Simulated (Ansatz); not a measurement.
# K on Os(0001): change of the work function, part 2 of 2

How does one ordered layer of K (top site) change the work function of Os(0001), and what dipole does each adsorbate carry?

Ansatz 0.2.0; plane-wave DFT, r2SCAN, Ansatz PAW (the session's first sound run).

So far, work function, upper face (eV): step 2 (the clean slab, r2SCAN) 5.39; step 3 (the covered slab, r2SCAN) 1.76; step 5 (the 0.25 ML cell at another level of theory, cutoff 420 eV, functional revpbe) 1.71; step 6 (the 0.25 ML cell at another level of theory, cutoff 1006.82 eV, functional PBE, PBE norm-conserving) 1.73; step 7 (the 0.25 ML cell at another level of theory, cutoff 690 eV, functional PBE, PBE JTH) 1.74.

## 8. The 0.25 ML cell at another level of theory, cutoff 420 eV, functional PBEsol

This step: plane-wave DFT, PBEsol, Ansatz PAW (Ansatz 0.2.0).

The geometry is kept and the functional is PBEsol; other changes against the main runs: cutoff 500 → 420.

The input, input.yaml:

```yaml
crystal:
  lattice:
    - [5.48, 0.0, 0.0]
    - [2.74, 4.7458192128, 0.0]
    - [0.0, 0.0, 28.0441665387]
  atoms:
    - { symbol: Os, position: [0.3333333333, 0.3333333333, 0.3209223561] }
    - { symbol: Os, position: [0.0, 0.0, 0.398058897] }
    - { symbol: Os, position: [0.3333333333, 0.3333333333, 0.4748056549] }
    - { symbol: Os, position: [0.0, 0.0, 0.5480598831] }
    - { symbol: Os, position: [0.3333333333, 0.8333333333, 0.3209223561] }
    - { symbol: Os, position: [0.0, 0.5, 0.398058897] }
    - { symbol: Os, position: [0.3348511174, 0.8325744413, 0.4745938795] }
    - { symbol: Os, position: [1.51411e-05, 0.4999924295, 0.5497290972] }
    - { symbol: Os, position: [0.8333333333, 0.3333333333, 0.3209223561] }
    - { symbol: Os, position: [0.5, 0.0, 0.398058897] }
    - { symbol: Os, position: [0.8325744413, 0.3348511174, 0.4745938795] }
    - { symbol: Os, position: [0.4999924295, 1.51411e-05, 0.5497290972] }
    - { symbol: Os, position: [0.8333333333, 0.8333333333, 0.3209223561] }
    - { symbol: Os, position: [0.5, 0.5, 0.398058897] }
    - { symbol: Os, position: [0.8325744413, 0.8325744413, 0.4745938795] }
    - { symbol: Os, position: [0.4999924295, 0.4999924295, 0.5497290972] }
    - { symbol: K, position: [0.0, 0.0, 0.6560817967] }
kpoints:
  mp_grid: { grid: [7, 7, 1] }
hamiltonian:
  xc: pbesol
scf:
  occupations: { method: fermi_dirac, width: 0.1 }
  convergence: { dr2_threshold: 1.0e-08 }
efield:
  axis: 3
  dipole_correction: true
  ramp_position: 0.97
  ramp_width: 0.06
output:
  write_potential: true
  write_density: true
  volumetric_format: npy
```

Run with:

```bash
ansatz run input.yaml --threads 4 --pin off --max-ram 12288MiB --backend cpu --events-out ev --progress --plain --runs-dir out
```

Wall time 59 s (4 threads of Arm Neoverse V1, shared host); peak memory 2.6 GiB.

The work function comes to 1.70 eV, -0.06 eV from the first level.

## 9. Comparing the runs

Times are for 4 threads of Arm Neoverse V1, shared host. Results by setting:

```tsv
no.	functional	work function, upper face (eV)	dipole along the normal (e·Å)	time	memory (GiB)
1	revpbe	1.713	0.5072	60 s	2.6
2	pbe	1.735	0.5226	5.8 min	8.1
3	pbe	1.737	0.5237	1.8 min	3.6
4	pbesol	1.701	0.5458	59 s	2.6
```

## 10. Varying the input

This step: plane-wave DFT, r2SCAN, Ansatz PAW (Ansatz 0.2.0).

An input spoilt on purpose, to show how the run answers: it repeats the earlier run at 0.25 ML with efield.ramp_width from 0.06 to 0.9, and scf.max_iter set to 60; its output block differs too.

The input, input.yaml:

```yaml
crystal:
  lattice:
    - [5.48, 0.0, 0.0]
    - [2.74, 4.7458192128, 0.0]
    - [0.0, 0.0, 28.0441665387]
  atoms:
    - { symbol: Os, position: [0.3333333333, 0.3333333333, 0.3209223561] }
    - { symbol: Os, position: [0.0, 0.0, 0.398058897] }
    - { symbol: Os, position: [0.3333333333, 0.3333333333, 0.4748596962] }
    - { symbol: Os, position: [0.0, 0.0, 0.5491575768] }
    - { symbol: Os, position: [0.3333333333, 0.8333333333, 0.3209223561] }
    - { symbol: Os, position: [0.0, 0.5, 0.398058897] }
    - { symbol: Os, position: [0.3333333333, 0.8333333333, 0.4748596962] }
    - { symbol: Os, position: [0.0, 0.5, 0.5491575768] }
    - { symbol: Os, position: [0.8333333333, 0.3333333333, 0.3209223561] }
    - { symbol: Os, position: [0.5, 0.0, 0.398058897] }
    - { symbol: Os, position: [0.8333333333, 0.3333333333, 0.4748596962] }
    - { symbol: Os, position: [0.5, 0.0, 0.5491575768] }
    - { symbol: Os, position: [0.8333333333, 0.8333333333, 0.3209223561] }
    - { symbol: Os, position: [0.5, 0.5, 0.398058897] }
    - { symbol: Os, position: [0.8333333333, 0.8333333333, 0.4748596962] }
    - { symbol: Os, position: [0.5, 0.5, 0.5491575768] }
    - { symbol: K, position: [0.0, 0.0, 0.6790776439] }
kpoints:
  mp_grid: { grid: [7, 7, 1] }
hamiltonian:
  xc: r2scan
scf:
  occupations: { method: fermi_dirac, width: 0.1 }
  convergence: { dr2_threshold: 1.0e-08 }
  max_iter: 60
efield:
  axis: 3
  dipole_correction: true
  ramp_position: 0.97
  ramp_width: 0.9
relax:
  f_tol: 0.02
  max_steps: 60
  constraints: [{ sites: [0, 1, 4, 5, 8, 9, 12, 13] }]
output:
  bader: true
  dos: { projected: true, e_range: [-8, 4] }
  write_potential: true
  write_density: true
  volumetric_format: npy
```

Run time: 0.52 s. Hardware: 4 threads; peak memory 0.98 GiB.

The input was rejected at the start.

The program's message: “Error: efield: ion 0 (Os) at fractional coordinate 0.3209 along the field axis lies inside the sawtooth ramp with 2 of the planes that the density is read on at each end, [0.9607, 0.8793] — the ramp m …”

The fault put into the input: a ramp so wide that it reaches the atoms.

## 11. The same run with other settings: scf.algorithm = "density_mixing"

System of this step: Os(0001). The cell holds 4 atoms: 4 Os. Its edges and angles: a = 2.740 Å, b = 2.740 Å, c = 24.490 Å, α = 90.0°, β = 90.0°, γ = 60.0°. Vacuum lies along c.

Another changed input: it repeats the earlier run at 0 ML with scf.algorithm to density_mixing.

The input, input.yaml:

```yaml
crystal:
  lattice:
    - [2.74, 0.0, 0.0]
    - [1.37, 2.3729096064, 0.0]
    - [0.0, 0.0, 24.48969]
  atoms:
    - { symbol: Os, position: [0.6666666667, 0.6666666667, 0.3675015894] }
    - { symbol: Os, position: [0.0, 0.0, 0.4558338631] }
    - { symbol: Os, position: [0.6666666667, 0.6666666667, 0.5441661369] }
    - { symbol: Os, position: [0.0, 0.0, 0.6324984106] }
kpoints:
  mp_grid: { grid: [13, 13, 1] }
hamiltonian:
  xc: r2scan
scf:
  occupations: { method: fermi_dirac, width: 0.1 }
  convergence: { dr2_threshold: 1.0e-08 }
  algorithm: density_mixing
efield:
  axis: 3
  dipole_correction: true
  ramp_position: 0.97
  ramp_width: 0.06
relax:
  f_tol: 0.02
  max_steps: 60
  constraints: [{ sites: [0, 1] }]
output:
  write_potential: true
  write_density: true
  volumetric_format: npy
```

It took 33 s on 4 threads; peak memory 0.76 GiB.

Step by step:

```tsv
step	energy less that of the first step (eV)	largest force component (eV/Å)
1	0.0000	0.9967
2	0.0291	1.6064
3	-0.0422	0.1922
4	-0.0431	0.0108
```

Relaxation step 2 was tried and not accepted.

Forces are held to the 6 operations that the run works with; a distortion that breaks them can't arise in this run.

The atoms that moved most (Å):

```tsv
atom	dx	dy	dz	length
Os4	0.000	0.000	-0.089	0.089
Os3	0.000	0.000	-0.009	0.009
```

The relaxed structure:

```cif
data_structure
_symmetry_space_group_name_H-M 'P 1'
_symmetry_Int_Tables_number 1
_cell_length_a 2.7400
_cell_length_b 2.7400
_cell_length_c 24.4897
_cell_angle_alpha 90.000
_cell_angle_beta 90.000
_cell_angle_gamma 60.000
_cell_volume 159.23
loop_
_atom_site_label
_atom_site_type_symbol
_atom_site_fract_x
_atom_site_fract_y
_atom_site_fract_z
_atom_site_occupancy
Os1 Os 0.66667 0.66667 0.36750 1
Os2 Os 0.00000 0.00000 0.45583 1
Os3 Os 0.66667 0.66667 0.54378 1
Os4 Os 0.00000 0.00000 0.62886 1
```

This step gave:

```
energy at zero smearing        : -45587.8529 eV
work function, upper face      : 5.392 eV
work function, lower face      : 5.435 eV
dipole along the normal        : 0.001548 e·Å
step between the vacuum levels : -0.04309 eV
```

```tsv
quantity	this run	earlier run	difference
work function, upper face (eV)	5.392	5.392	0
work function, lower face (eV)	5.435	5.435	0
dipole along the normal (e·Å)	0.001548	0.001548	0
```

Nothing in the table moves by 0.01 in its unit (for the dipole 0.5 % and 5e-5 e·Å).

## 12. What came out

```yaml
work_function_of_the_clean_face: 5.39 eV
work_function_at_0p25_ml: 1.76 eV
dipole_per_adsorbate_at_0p25_ml_positive_end_outwards: 2.49 D
```

K lowers the work function of Os(0001) at the lowest coverage, by 3.63 eV: the adsorbate layer has its positive end outwards. One coverage alone was completed, so no trend follows. The slab has 4 layers, at the tabulated experimental lattice constant, one starting site was run, and quantum-size effects of a slab this thin can reach one or two tenths of an eV.

[Logs are printed without paths, hosts, clocks, repeated set-up lines and the standing remarks that a program may print on its own settings, such as how far it seeks lower states.]

[Hosts, paths, dates, database ids (printed as entryN), source tags and the programs' standing remarks are cut or masked in the printed files.]

[Maps of the electrostatic potential energy from Ansatz leave out the sawtooth potential of an applied field or a dipole correction, so their vacuum need not be flat; planar profiles and work functions include it.]
